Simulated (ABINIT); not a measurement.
# ScHO2 (P6_3/mmc): changed settings of a GW run in ABINIT, part 2 of 2

Aim: change inputs of a GW run on ScHO2 (P6_3/mmc) and see what moves.

ABINIT 10.8.3; LDA and many-body steps on it, plane waves. Known limits of the many-body steps: not at the basis limit; coarse k mesh.

So far. Step 3 (Base): The gap on the mesh goes from 3.94 eV to 6.87 eV, a correction of +2.93 eV. Step 5 (No symmetry in the self-energy): Against G0W0 in ABINIT (3×3×1 mesh, 51 bands, screening to 87.1 eV, Godby-Needs plasmon pole), the gap moves by −0.003 eV.

### 6. Smaller part of the screening matrix

Level of this step: G0W0 on LDA, plane waves, norm-conserving pseudopotentials (ABINIT).

Contents of run.abi:

```
acell 3*1.0 Angstrom
rprim 
  3.233532062406 -0.000000000001 0.000000000000
  -1.616766031202 2.800320909996 0.000000000000
  0.000000000000 0.000000000000 9.062126000000
ntypat 3
znucl 21 1 8
natom 8
typat 1 1 2 2 3 3 3 3
xred 
  0.000000000000 0.000000000000 0.500000000000
  0.000000000000 0.000000000000 0.000000000000
  0.666666666667 0.333333333333 0.750000000000
  0.333333333333 0.666666666667 0.250000000000
  0.666666666667 0.333333333333 0.615588000000
  0.666666666667 0.333333333333 0.884412000000
  0.333333333333 0.666666666667 0.115588000000
  0.333333333333 0.666666666667 0.384412000000
pp_dirpath "pseudos"
pseudos "Sc.upf, H.upf, O.upf"
ecut 36
ngkpt 3 3 1
nshiftk 1
shiftk 0 0 0
kptopt 1
chksymbreak 0
istwfk *1
occopt 1
irdwfk 1
optdriver 4
nband 51
gwcalctyp 0
ecutsigx 36
symsigma 1
nkptgw 2
kptgw 
  0.0000000000 0.0000000000 0.0000000000
  0.3333333333 0.0000000000 0.0000000000
bdgw 
  23 27
  23 26
ecuteps 1.6
irdscr 1
ppmodel 1
indata_prefix "in"
outdata_prefix "out"
tmpdata_prefix "tmp"
```

The run is started by

```bash
$ OMP_NUM_THREADS=1 mpirun -n 4 abinit run.abi > log
```

The program printed:

```text
.Version 10.8.3 of ABINIT. v10.8.2 released Aug 2026.

 Symmetries : space group P6_3/m m c (#194); Bravais hP (primitive hexag.)
[... echo of the input left out ...]
== DATASET  1 ==================================================================
-   mpi_nproc: 4, omp_nthreads: 1 (-1 if OMP is not activated)

--- !DatasetInfo
iteration_state: {dtset: 1, }
dimensions: {natom: 8, nkpt: 3, mband: 51, nsppol: 1, nspinor: 1, nspden: 1, mpw: 5730, }
cutoff_energies: {ecut:  36.0, pawecutdg:  -1.0, }
electrons: {nelect:   4.80000000E+01, charge:   0.00000000E+00, occopt:   1.00000000E+00, tsmear:   1.00000000E-02, }

 SIGMA: Calculation of the GW corrections

 Based on a program developped by R.W. Godby, V. Olevano, G. Onida, and L. Reining.
 Incorporated in ABINIT by V. Olevano, G.-M. Rignanese, and M. Torrent.
.Using double precision arithmetic ; gwpc =  8

[... cell and pseudopotentials left out ...]
--------------------------------------------------------------------------------

 ==== K-mesh for the wavefunctions ====
 Number of points in the irreducible wedge :     3
[... list of points left out ...]
 Together with 24 symmetry operations and time-reversal symmetry
 yields     9 points in the full Brillouin Zone.

 ==== Q-mesh for screening function ====
 Number of points in the irreducible wedge :     3
[... list of points left out ...]
 Together with 24 symmetry operations and time-reversal symmetry
 yields     9 points in the full Brillouin Zone.

 vcoul_init : cutoff-mode = AUXILIARY_FUNCTION
 q-points for optical limit:   1
     1)      0.000010    0.000020    0.000030
 setmesh: FFT mesh size selected  =    30x   30x   96
          total number of points  =        86400

 Number of electrons calculated from density =   48.0000; Expected =   48.0000
[...]
number of omega for Sigma on real axis              0
 max omega for Sigma on real axis  [eV]           0.00
 zcut for avoiding poles [eV]                     0.10

 EPSILON^-1 parameters (SCR file):
 dimension of the eps^-1 matrix on file            175
 dimension of the eps^-1 matrix used                51
 number of plane-waves for wavefunctions          5717
 number of bands                                    51
 number of q-points in IBZ                           3
 number of frequencies                               2
 number of real frequencies                          1
 number of imag frequencies                          1

 matrix elements of self-energy operator (all in [eV])

 Perturbative Calculation

--- !SelfEnergy_ee
iteration_state: {dtset: 1, }
kpoint     : [   0.000,    0.000,    0.000, ]
spin       : 1
KS_gap     :    4.555
QP_gap     :    7.863
Delta_QP_KS:    3.307
data: !SigmaeeData |
     Band     E0 <VxcDFT>   SigX SigC(E0)      Z dSigC/dE  Sig(E)    E-E0       E
       23   2.799 -19.947 -25.470   4.568   0.802  -0.247 -20.713  -0.767   2.033
       24   2.799 -19.947 -25.470   4.568   0.802  -0.247 -20.713  -0.767   2.033
       25   7.355 -15.146  -7.840  -4.201   0.818  -0.222 -12.605   2.541   9.895
[...]
--- !SelfEnergy_ee
iteration_state: {dtset: 1, }
kpoint     : [   0.333,    0.000,    0.000, ]
spin       : 1
KS_gap     :    4.004
QP_gap     :    7.343
Delta_QP_KS:    3.339
data: !SigmaeeData |
     Band     E0 <VxcDFT>   SigX SigC(E0)      Z dSigC/dE  Sig(E)    E-E0       E
[...]
25   6.737 -15.959  -8.512  -4.170   0.820  -0.220 -13.273   2.686   9.422
       26   7.499 -17.679 -10.042  -4.172   0.811  -0.233 -14.868   2.810  10.310

== END DATASET(S) ==============================================================
================================================================================

 -outvars: echo values of variables after computation  --------
           etotal      0.0000000000E+00
            nband          51
             nkpt           3
          spgroup         194
 [... the other variables as echoed above ...]

 Calculation completed.
```

It took 3.9 s on 4 MPI ranks of Intel Xeon Platinum 8488C (Sapphire Rapids), shared host; peak memory 0.55 GiB; 15 s of CPU time.

Numbers from this step:

| Item | Value |
| --- | --- |
| G0W0 gap on the points computed | 7.343 eV |
| starting gap on the mesh | 3.937 eV |
| k of the valence top | 0.3333, 0, 0 |
| k of the conduction bottom | 0.3333, 0, 0 |
| Z at the valence top | 0.803 |
| Z at the conduction bottom | 0.82 |
| least direct G0W0 gap on the computed points | 7.343 eV |

### 7. Fewer bands in the self-energy

run.abi: that of step 6 with these lines changed.

```diff
@@ -30,3 +30,3 @@
 optdriver 4
-nband 51
+nband 34
 gwcalctyp 0
@@ -41,3 +41,3 @@
   23 26
-ecuteps 1.6
+ecuteps 3.2
 irdscr 1
```

The program printed:

```text
.Version 10.8.3 of ABINIT. v10.8.2 released Aug 2026.

 Symmetries : space group P6_3/m m c (#194); Bravais hP (primitive hexag.)
[... echo of the input left out ...]
== DATASET  1 ==================================================================
-   mpi_nproc: 4, omp_nthreads: 1 (-1 if OMP is not activated)

--- !DatasetInfo
iteration_state: {dtset: 1, }
dimensions: {natom: 8, nkpt: 3, mband: 34, nsppol: 1, nspinor: 1, nspden: 1, mpw: 5730, }
cutoff_energies: {ecut:  36.0, pawecutdg:  -1.0, }
electrons: {nelect:   4.80000000E+01, charge:   0.00000000E+00, occopt:   1.00000000E+00, tsmear:   1.00000000E-02, }

 SIGMA: Calculation of the GW corrections

 Based on a program developped by R.W. Godby, V. Olevano, G. Onida, and L. Reining.
 Incorporated in ABINIT by V. Olevano, G.-M. Rignanese, and M. Torrent.
.Using double precision arithmetic ; gwpc =  8

[... cell and pseudopotentials left out ...]
--------------------------------------------------------------------------------

 ==== K-mesh for the wavefunctions ====
 Number of points in the irreducible wedge :     3
[... list of points left out ...]
 Together with 24 symmetry operations and time-reversal symmetry
 yields     9 points in the full Brillouin Zone.

 ==== Q-mesh for screening function ====
 Number of points in the irreducible wedge :     3
[... list of points left out ...]
 Together with 24 symmetry operations and time-reversal symmetry
 yields     9 points in the full Brillouin Zone.

 vcoul_init : cutoff-mode = AUXILIARY_FUNCTION
 q-points for optical limit:   1
     1)      0.000010    0.000020    0.000030
 setmesh: FFT mesh size selected  =    30x   30x   96
          total number of points  =        86400

 Number of electrons calculated from density =   48.0000; Expected =   48.0000
[...]
number of omega for Sigma on real axis              0
 max omega for Sigma on real axis  [eV]           0.00
 zcut for avoiding poles [eV]                     0.10

 EPSILON^-1 parameters (SCR file):
 dimension of the eps^-1 matrix on file            175
 dimension of the eps^-1 matrix used               175
 number of plane-waves for wavefunctions          5717
 number of bands                                    51
 number of q-points in IBZ                           3
 number of frequencies                               2
 number of real frequencies                          1
 number of imag frequencies                          1

 matrix elements of self-energy operator (all in [eV])

 Perturbative Calculation

--- !SelfEnergy_ee
iteration_state: {dtset: 1, }
kpoint     : [   0.000,    0.000,    0.000, ]
spin       : 1
KS_gap     :    4.555
QP_gap     :    7.405
Delta_QP_KS:    2.849
data: !SigmaeeData |
     Band     E0 <VxcDFT>   SigX SigC(E0)      Z dSigC/dE  Sig(E)    E-E0       E
       23   2.799 -19.947 -25.470   5.825   0.784  -0.276 -19.710   0.237   3.036
       24   2.799 -19.947 -25.470   5.825   0.784  -0.276 -19.710   0.237   3.036
       25   7.355 -15.146  -7.840  -3.557   0.823  -0.215 -12.061   3.086  10.440
[...]
--- !SelfEnergy_ee
iteration_state: {dtset: 1, }
kpoint     : [   0.333,    0.000,    0.000, ]
spin       : 1
KS_gap     :    4.004
QP_gap     :    6.733
Delta_QP_KS:    2.729
data: !SigmaeeData |
     Band     E0 <VxcDFT>   SigX SigC(E0)      Z dSigC/dE  Sig(E)    E-E0       E
[...]
25   6.737 -15.959  -8.512  -3.631   0.821  -0.217 -12.824   3.134   9.871
       26   7.499 -17.679 -10.042  -3.571   0.810  -0.234 -14.385   3.294  10.793

== END DATASET(S) ==============================================================
================================================================================

 -outvars: echo values of variables after computation  --------
           etotal      0.0000000000E+00
            nband          34
             nkpt           3
          spgroup         194
 [... the other variables as echoed above ...]

 Calculation completed.
```

Elapsed: 4.3 s, on 4 MPI ranks; peak memory 0.54 GiB; 16 s of CPU time.

Numbers from this step:

- G0W0 gap on the points computed: 6.733 eV
- starting gap on the mesh: 3.937 eV
- k of the valence top: 0.3333, 0, 0
- k of the conduction bottom: 0.3333, 0, 0
- Z at the valence top: 0.787
- Z at the conduction bottom: 0.821
- least direct G0W0 gap on the computed points: 6.733 eV

### 8. Contour deformation on a plasmon-pole file

run.abi: that of step 7 with these lines changed.

```diff
@@ -30,4 +30,4 @@
 optdriver 4
-nband 34
-gwcalctyp 0
+nband 51
+gwcalctyp 2
 ecutsigx 36
@@ -43,3 +43,2 @@
 irdscr 1
-ppmodel 1
 indata_prefix "in"
```

The program printed:

```text
.Version 10.8.3 of ABINIT. v10.8.2 released Aug 2026.

 Symmetries : space group P6_3/m m c (#194); Bravais hP (primitive hexag.)
================================================================================
 Values of the parameters that define the memory need of the present run
     intxc =       0    ionmov =       0      iscf =       7    lmnmax =       6
     lnmax =       6     mgfft =      96  mpssoang =       3    mqgrid =    4626
     natom =       8  nloc_mem =       1    nspden =       1   nspinor =       1
    nsppol =       1      nsym =      24    n1xccc =    2501    ntypat =       3
    occopt =       1   xclevel =       1
-    mband =          51        mffmem =           1         mkmem =           1
       mpw =        5730          nfft =      124416          nkpt =           3
================================================================================
  Rough estimation (10% accuracy) of disk space for files :
================================================================================

--------------------------------------------------------------------------------
------------- Echo of variables that govern the present computation ------------
--------------------------------------------------------------------------------
 -outvars: echo values of preprocessed input variables --------
            acell      1.8897261259E+00  1.8897261259E+00  1.8897261259E+00 Bohr

             bdgw          23      27      23      26
      chksymbreak           0
             ecut      3.60000000E+01 Hartree
          ecuteps      3.20000000E+00 Hartree
         ecutsigx      3.60000000E+01 Hartree
          ecutwfn      3.60000000E+01 Hartree
-          fftalg         312
        gwcalctyp           2
           irdscr           1
[...]
setmesh: FFT mesh size selected  =    30x   30x   96
          total number of points  =        86400

 Number of electrons calculated from density =   48.0000; Expected =   48.0000
 average of density, n =  0.086682
 r_s =    1.4017
 omega_plasma =   28.4001 [eV]

 === KS Band Gaps ===
  >>>> For spin  1
   Minimum direct gap =   4.0039 [eV], located at k-point      :   0.3333  0.0000  0.0000
   Fundamental gap    =   3.9372 [eV], Top of valence bands at :   0.0000  0.0000  0.0000
                                       Bottom of conduction at :   0.3333  0.0000  0.0000
 SIGMA fundamental parameters:
 CONTOUR DEFORMATION
 number of plane-waves for SigmaX                 5717
 number of plane-waves for SigmaC and W            175
 number of plane-waves for wavefunctions          5717
 number of bands                                    51
 number of independent spin polarizations            1
 number of spinorial components                      1
 number of k-points in IBZ                           3
 number of q-points in IBZ                           3
 number of symmetry operations                      24
 number of k-points in BZ                            9
 number of q-points in BZ                            9
 number of frequencies for dSigma/dE                 9
 frequency step for dSigma/dE [eV]                0.25
 number of omega for Sigma on real axis              0
 max omega for Sigma on real axis  [eV]           0.00
 zcut for avoiding poles [eV]                     0.10

 EPSILON^-1 parameters (SCR file):
 dimension of the eps^-1 matrix on file            175
 dimension of the eps^-1 matrix used               175
 number of plane-waves for wavefunctions          5717
 number of bands                                    51
 number of q-points in IBZ                           3
 number of frequencies                               2
 number of real frequencies                          1
 number of imag frequencies                          1

 matrix elements of self-energy operator (all in [eV])

 Perturbative Calculation

--- !ERROR
message: |
    Fatal error

--- !ERROR
message: |
    Fatal error

--- from the log ---
Fatal error
```

Wall time 3.8 s (4 MPI ranks); peak memory 0.54 GiB.

The run stopped with an error after 3.8 s.

The fault put into this input: contour deformation on a plasmon-pole file.

### 9. Point off the mesh

run.abi: that of step 8 with these lines changed.

```diff
@@ -31,14 +31,13 @@
 nband 51
-gwcalctyp 2
+gwcalctyp 0
 ecutsigx 36
 symsigma 1
-nkptgw 2
+nkptgw 1
 kptgw 
-  0.0000000000 0.0000000000 0.0000000000
-  0.3333333333 0.0000000000 0.0000000000
+  0.137 0.291 0
 bdgw 
-  23 27
-  23 26
+  24 25
 ecuteps 3.2
 irdscr 1
+ppmodel 1
 indata_prefix "in"
```

The program printed:

```text
.Version 10.8.3 of ABINIT. v10.8.2 released Aug 2026.

 Symmetries : space group P6_3/m m c (#194); Bravais hP (primitive hexag.)
================================================================================
 Values of the parameters that define the memory need of the present run
     intxc =       0    ionmov =       0      iscf =       7    lmnmax =       6
     lnmax =       6     mgfft =      96  mpssoang =       3    mqgrid =    4626
     natom =       8  nloc_mem =       1    nspden =       1   nspinor =       1
    nsppol =       1      nsym =      24    n1xccc =    2501    ntypat =       3
    occopt =       1   xclevel =       1
-    mband =          51        mffmem =           1         mkmem =           1
       mpw =        5730          nfft =      124416          nkpt =           3
================================================================================
  Rough estimation (10% accuracy) of disk space for files :
================================================================================

--------------------------------------------------------------------------------
------------- Echo of variables that govern the present computation ------------
--------------------------------------------------------------------------------
 -outvars: echo values of preprocessed input variables --------
            acell      1.8897261259E+00  1.8897261259E+00  1.8897261259E+00 Bohr

             bdgw          24      25
      chksymbreak           0
             ecut      3.60000000E+01 Hartree
          ecuteps      3.20000000E+00 Hartree
         ecutsigx      3.60000000E+01 Hartree
          ecutwfn      3.60000000E+01 Hartree
-          fftalg         312
           irdscr           1
           irdwfk           1

              ixc       -1012
[...]
nproj     2     2     2
  pspatm : epsatm=   13.66101860
         --- l  ekb(1:nproj) -->
[...]
pspatm: atomic psp has been read  and splines computed

- H Generated using ONCVPSP code by D. R. Hamann
-  1.00000   1.00000  180309                  znucl, zion, pspdat
12 -1012 1 -1 1180                            pspcod,pspxc,lmax,lloc,mmax
     nproj     2     1     0
  pspatm : epsatm=    0.35439867
         --- l  ekb(1:nproj) -->
[...]
1   -0.275071
 pspatm: atomic psp has been read  and splines computed

- O Generated using ONCVPSP code by D. R. Hamann
-  8.00000   6.00000  201201                  znucl, zion, pspdat
12 -1012 2 -1 926                             pspcod,pspxc,lmax,lloc,mmax
     nproj     2     2     1
  pspatm : epsatm=    6.27558587
         --- l  ekb(1:nproj) -->
             0    6.026028    0.816167
             1   -4.798959   -1.172522
             2   -1.033686
 pspatm: atomic psp has been read  and splines computed

   2.55039254E+03                                ecore*ucvol(ha*bohr**3)
--------------------------------------------------------------------------------

 ==== K-mesh for the wavefunctions ====
 Number of points in the irreducible wedge :     3
 Reduced coordinates and weights :

     1)     0.00000000E+00  0.00000000E+00  0.00000000E+00       0.11111
     2)     3.33333333E-01  0.00000000E+00  0.00000000E+00       0.66667
     3)     3.33333333E-01  3.33333333E-01  0.00000000E+00       0.22222

 Together with 24 symmetry operations and time-reversal symmetry
 yields     9 points in the full Brillouin Zone.

--- !ERROR
message: |
    k-point [ 1.3700E-01,  2.9100E-01,  0.0000E+00]  not in the list of k points treated in the preparatory SCF run.
     Change kptgw, or shiftk of previous run.

--- !ERROR
message: |
    k-point [ 1.3700E-01,  2.9100E-01,  0.0000E+00]  not in the list of k points treated in the preparatory SCF run.
     Change kptgw, or shiftk of previous run.

--- from the log ---
k-point [ 1.3700E-01,  2.9100E-01,  0.0000E+00]  not in the list of k points treated in the preparatory SCF run.
     Change kptgw, or shiftk of previous run.
```

The job ended after 2.4 s (4 MPI ranks; peak memory 0.06 GiB).

The run stopped with an error after 2.4 s.

The program's words: k-point [ 1.3700E-01,  2.9100E-01,  0.0000E+00]  not in the list of k points treated in the preparatory SCF run. Change kptgw, or shiftk of previous run.

The fault put into this input: point off the mesh.

### 10. The runs together

Times are wall times on 4 MPI ranks of Intel Xeon Platinum 8488C (Sapphire Rapids), shared host, good to a factor of about two. A run's time includes the screening step that it read.

```csv
run,mesh,bands,screening cutoff (eV),DFT gap (eV),gap on the mesh (eV),direct (eV),ε∞ used,time
base,3×3×1,51,87.1,3.937,6.872,6.886,4.15,11 s
scissors in G,3×3×1,51,87.1,3.937,6.950,6.963,4.15,11 s
no symmetry in the self-energy,3×3×1,51,87.1,3.937,6.869,6.888,4.15,12 s
smaller part of the screening matrix,3×3×1,51,43.5,3.937,7.343,7.343,4.15,11 s
fewer bands in the self-energy,3×3×1,34,87.1,3.937,6.733,6.733,4.15,11 s
```

### 11. Results

* base: 6.872 eV
* scissors in G: 6.950 eV
* no symmetry in the self-energy: 6.869 eV
* smaller part of the screening matrix: 7.343 eV
* fewer bands in the self-energy: 6.733 eV
* known limits: not at the basis limit; coarse k mesh

**Reading.** Scissors in G: +0.078 eV against base (keys changed: mbpt_sciss). No symmetry in the self-energy: −0.003 eV against base (keys changed: symsigma). Smaller part of the screening matrix: +0.471 eV against base (keys changed: ecuteps). Fewer bands in the self-energy: −0.139 eV against base (keys changed: nband). Bands and cutoff are finite, so the gap is not at the basis limit. The miss can reach some tenths of an eV and take either sign; the mesh is an error of its own. In the G0W0 runs levels were corrected at 2 k points alone, so a gap called «on the mesh» is the least over those, and an edge elsewhere would be missed. The 3×3×1 mesh is coarse for this cell, which bears on the long-range parts of exchange and screening.

[Paths, hosts, dates, memory and timing lines, banners, echoed tables and standing remarks are left out of the program output.]

[Logs are printed without paths, hosts, clocks, repeated set-up lines and the standing remarks that a program may print on its own settings, such as how far it seeks lower states.]

[Runs of the session that timed out or met a known fault of the program may be left out.]

[Hosts, paths, dates, database ids (printed as entryN), source tags and the programs' standing remarks are cut or masked in the printed files.]

[G0W0 gaps are taken among the corrected bands and points alone; a level outside them can change the order at an edge.]

[Where Ansatz stands beside ABINIT at settings called matched, ABINIT's density can come from a denser mesh and the files from another edition; pairs whose starting gaps differed by over 0.03 eV were left out, so agreement reads better than it is.]
